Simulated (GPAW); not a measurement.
# Rh L₃ ELNES/XANES of YRh (Pm-3m) from DFT, part 3 of 3

Aim: the near-edge shape at the Rh L₃ edge of YRh (Pm-3m), and what the core hole does to it.

GPAW 26.7.0; X-ray absorption from dipole matrix elements to empty bands, plane-wave PAW LDA.

So far. Step 5 (Spectrum with XCH, Rh atom 1): Main maxima below 30 eV (height): 1.4 eV (1.76), 4.4 eV (1.40), 12.4 eV (1.29), 21.4 eV (0.94) and 29.2 eV (0.92).  Step 6 (Spectrum with FCH, Rh atom 1): Against the first run the r.m.s. difference is 3 %. The highest intensity below 24 eV stays at 1.4 eV.

### Step 8. Spectrum with XCH, Rh atom 1

A smaller cell brings the holes closer; here they are 3.4 Å apart.

Changed against the first core-hole run: supercell atoms from 8 to 2; the field's mesh follows (5×5×5 to 7×7×7).

File xas.py:

```python
import numpy as np
from ase import Atoms
from ase.parallel import parprint, paropen
from gpaw import GPAW, PW, FermiDirac, Mixer, MixerDif, setup_paths
from gpaw.test import gen
setup_paths.insert(0, '.')
gen('Rh', name='fch2p', xcname='LDA', corehole=(2, 1, 1), write_xml=True)
from gpaw.mpi import world
world.barrier()

atoms = Atoms('RhY',
    cell=[[3.407, 0, 0],
     [0, 3.407, 0],
     [0, 0, 3.407]],
    scaled_positions=[[0, 0, 0],
     [0.5, 0.5, 0.5]],
    pbc=True)
atoms.calc = calc = GPAW(legacy_gpaw=True, mode=PW(430, force_complex_dtype=True), xc='LDA', setups={0: 'fch2p'},
    kpts={'size': (7, 7, 7), 'gamma': True}, occupations=FermiDirac(0.1),
    charge=-1, mixer=Mixer(0.1, 5, 50), maxiter=150,
    convergence={'density': 0.0001, 'eigenstates': 1e-6}, txt='scf.txt')
energy = atoms.get_potential_energy() + calc.get_reference_energy()
ef = calc.get_fermi_level()
out = dict(energy=energy, fermi=ef, forces=atoms.get_forces().tolist())
parprint(f'all-electron energy {energy:.4f} eV, Fermi level {ef:.4f} eV')
ev = np.array([[calc.get_eigenvalues(k, s) for k in range(len(calc.get_ibz_k_points()))] for s in range(calc.get_number_of_spins())])
out['homo'], out['lumo'], out['counts'] = ev[ev < ef].max(), ev[ev > ef].min(), sorted(set((ev < ef).sum((0, 2)).tolist()))
out['filled'] = (ev[:, 0] < ef).sum(1).tolist()

from ase.units import Ha
from gpaw.xas import dipole_matrix_elements
nb = int(calc.get_number_of_electrons() / 2) + 37
top = nb
nscf = calc.fixed_density(kpts={'size': (8, 8, 8), 'gamma': True},
    convergence={'eigenstates': 1.0}, txt='nscf.txt')
nscf.diagonalize_full_hamiltonian(nbands=nb)
cell = atoms.cell.array
ops = [cell.T @ U.T @ np.linalg.inv(cell.T) for U in nscf.wfs.kd.symmetry.op_scc]
E = np.arange(-6, 34, 0.1)
fwhm = np.interp(E, [4, 25], [2.13, 3.5])
Y, X, zero, highest = 0, 0, 1e9, 1e9
for spin in range(nscf.get_number_of_spins()):
    wfs = nscf.wfs
    mine = wfs.bd.get_slice()  # this rank's bands
    A = dipole_matrix_elements(wfs.setups[0])
    eps = np.zeros((wfs.kd.nibzkpts, nb))
    d = np.zeros((3, A.shape[1], wfs.kd.nibzkpts, nb), complex)
    for kpt in wfs.kpt_u:
        if kpt.s == spin and 0 in kpt.P_ani:
            eps[kpt.k, mine] = kpt.eps_n * Ha
            d[:, :, kpt.k, mine] = (kpt.weight * wfs.nspins / 2) ** 0.5 * np.inner(A, kpt.P_ani[0])
    world.sum(eps)
    world.sum(d)
    T = np.einsum('amkn,bmkn->abkn', d, d.conj()).real
    T = sum(np.einsum('ai,ijkn,bj->abkn', R, T, R) for R in ops) / len(ops)
    empty = eps > ef
    zero, highest = min(zero, eps[empty].min()), min(highest, eps[:, top - 1].min())
    lines = [(eps, T, empty)] if spin == 0 else lines + [(eps, T, empty)]
for eps, T, empty in lines:
    f = np.einsum('aakn->akn', T).reshape(3, -1)
    x = eps.ravel() - zero
    w = np.interp(x, E, fwhm) / 2.35482
    g = np.exp(-0.5 * ((E[:, None] - x) / w) ** 2) / (w * (2 * np.pi) ** 0.5)
    Y = Y + (f * empty.ravel()) @ g.T
    X = X + (f * ~empty.ravel()) @ g.T
out.update(E=E.round(2).tolist(), xas=Y.tolist(), xes=X.tolist(), zero=zero, valid=highest - zero, nk=len(eps), nb=nb)
for i in range(0, len(E), 10):
    parprint(f'{E[i]:7.2f}', *(f'{v:10.3e}' for v in Y[:, i]))
import json
with paropen('out.json', 'w') as f:
    json.dump(out, f)
```

The run is started by

```
$ OMP_NUM_THREADS=1 mpirun -n 4 gpaw python xas.py
```

Numbers of over 12 decimals in the logs are rounded to 6 here.

The program printed:

```text
Input parameters:
  charge: -1
  convergence: {density: 0.0001,
                eigenstates: 1e-06}
  kpts: {gamma: True,
         size: (7, 7, 7)}
  maxiter: 150
  mixer: {backend: pulay,
          beta: 0.1,
          method: separate,
          nmaxold: 5,
          weight: 50}
  mode: {ecut: 430.0,
         force_complex_dtype: True,
         name: pw}
  occupations: {fixmagmom: False,
[...]
*d    :     0.321388
--------------------------------

Diagonalizing with gridspacing h=0.050

state   all-electron     PAW
-------------------------------
5s:      -0.461536    -0.461784
4p:      -2.410246    -2.410403
4d:      -0.678612    -0.679454
*f:                   -0.022353
-------------------------------
all-electron energy -218973.7993 eV, Fermi level 9.3157 eV
[...]
32.00  5.001e-06  5.001e-06  5.001e-06
  33.00  5.053e-06  5.053e-06  5.053e-06
[key lines of the parts left out:]
Converged after 14 iterations.
Dipole moment: (-0.000000, -0.000000, -0.000000) |e|*Ang
Free energy:    -25.859152
Fermi level: 9.31569
```

Run time: 18 s. Hardware: 4 MPI ranks of Intel Xeon Platinum 8488C (Sapphire Rapids), shared host; peak memory 0.26 GiB; 72 s of CPU time.

These settings depart from the first run's and aren't meant as converged.

Against the first run the r.m.s. difference is 10 %. The highest intensity below 24 eV goes from 1.4 eV (1.76) to 1.0 eV (1.97).

```
E (eV)  first run  this run
  -2.0       0.02      0.04
  -0.5       0.55      0.77
   1.0       1.70      1.97
   2.5       1.43      1.37
   4.0       1.37      1.41
   5.5       1.02      0.89
   7.0       0.47      0.43
   8.5       0.52      0.53
  10.0       0.80      0.89
  11.5       1.18      1.21
  13.0       1.25      1.13
  14.5       0.91      0.79
  16.0       0.71      0.70
  17.5       0.82      0.83
  19.0       0.88      0.87
  20.5       0.91      0.92
  22.0       0.93      0.90
  23.5       0.86      0.82
  25.0       0.81      0.77
  26.5       0.79      0.77
  28.0       0.86      0.86
  29.5       0.92      0.88
  31.0       0.84      0.82
```

### Step 9. What the core hole does

Both curves are counted from their own zero, so only the shift of weight within the empty states shows.

```
E (eV)  no hole   XCH
  -2.0     0.05  0.02
  -1.0     0.44  0.24
   0.0     1.36  0.98
   1.0     2.18  1.70
   2.0     2.21  1.61
   3.0     1.55  1.30
   4.0     1.22  1.37
   5.0     1.29  1.28
   6.0     0.95  0.74
   7.0     0.52  0.47
   8.0     0.43  0.48
   9.0     0.48  0.59
  10.0     0.65  0.80
  11.0     0.86  1.06
  12.0     1.04  1.27
  13.0     1.09  1.25
  14.0     0.96  1.04
  15.0     0.75  0.81
  16.0     0.61  0.71
  17.0     0.64  0.78
  18.0     0.71  0.86
  19.0     0.73  0.88
  20.0     0.75  0.90
  21.0     0.78  0.93
  22.0     0.79  0.93
  23.0     0.75  0.88
  24.0     0.71  0.84
  25.0     0.68  0.81
  26.0     0.66  0.79
  27.0     0.65  0.80
  28.0     0.69  0.86
  29.0     0.76  0.92
  30.0     0.78  0.90
  31.0     0.74  0.84
  32.0     0.71  0.82
```

With each curve scaled to its own mean, the area from −2 to 6 eV with the hole is 8.9 against 10.8, and the centre of weight from −1 to 20 eV moves by +1.0 eV (first and strongest maxima below 20 eV: 1.6 eV (2.32), 4.8 eV (1.30) and 12.8 eV (1.09) without the hole, 1.4 eV (1.76), 4.4 eV (1.40) and 12.4 eV (1.29) with it): the near-edge weight falls against the higher-lying part.

### Step 10. Outcome

```
absorber and edge             : Rh L₃, atom 1 of the ground-state input (counted from 1)
surroundings                  : 8 Y at 2.95 Å and 6 Rh at 3.41 Å (cube and octahedron, as in bcc, site symmetry m-3m)
highest intensity below 24 eV : 1.4 eV above the zero, height 1.76
```

**Reading.** The Rh L₃ edge of atom 1, with 8 Y at 2.95 Å and 6 Rh at 3.41 Å (cube and octahedron, as in bcc, site symmetry m-3m), has its highest intensity of the first 24 eV at 1.4 eV above the zero, 1.8 times the mean level of the first 20 eV (Gaussian full width 2.13 eV up to 4 eV, rising linearly to 3.5 eV at 25 eV). With each curve scaled to its own mean, the area from −2 to 6 eV with the hole is 8.9 against 10.8, and the centre of weight from −1 to 20 eV moves by +1.0 eV (first and strongest maxima below 20 eV: 1.6 eV (2.32), 4.8 eV (1.30) and 12.8 eV (1.09) without the hole, 1.4 eV (1.76), 4.4 eV (1.40) and 12.4 eV (1.29) with it): the near-edge weight falls against the higher-lying part. Changing the core hole to FCH alters the shape by 3 % r.m.s., so the result is insensitive to this choice. A cell with holes 3.4 Å apart changes the curve by 10 % r.m.s. (6 % after the best shift). Only the L₃ part is meant: spin–orbit coupling of the core level isn't computed and the L₂ copy isn't added. The script folds with a Gaussian, whereas the core hole's own line is a Lorentzian, so the onset is too steep and the first peak too high. The holes are only 5.9 Å apart, so the shape is probably not converged with cell size; no larger cell was run here. The structure is a published determination, not relaxed.

[Banner, clock and machine lines of the logs are left out without a mark of their own.]

[Logs are printed without paths, hosts, clocks, repeated set-up lines and the standing remarks that a program may print on its own settings, such as how far it seeks lower states.]

[Hosts, paths, dates, database ids (printed as entryN), source tags and the programs' standing remarks are cut or masked in the printed files.]

[Lists of maxima count a maximum above −3 eV only where it reaches 4 % of the highest in the window and stands out from its surroundings by 2 % of it (1.5 % where it reaches 55 %); shoulders and weaker maxima are passed over, and of the rest the first, up to two pre-edge ones and the few strongest are named.]
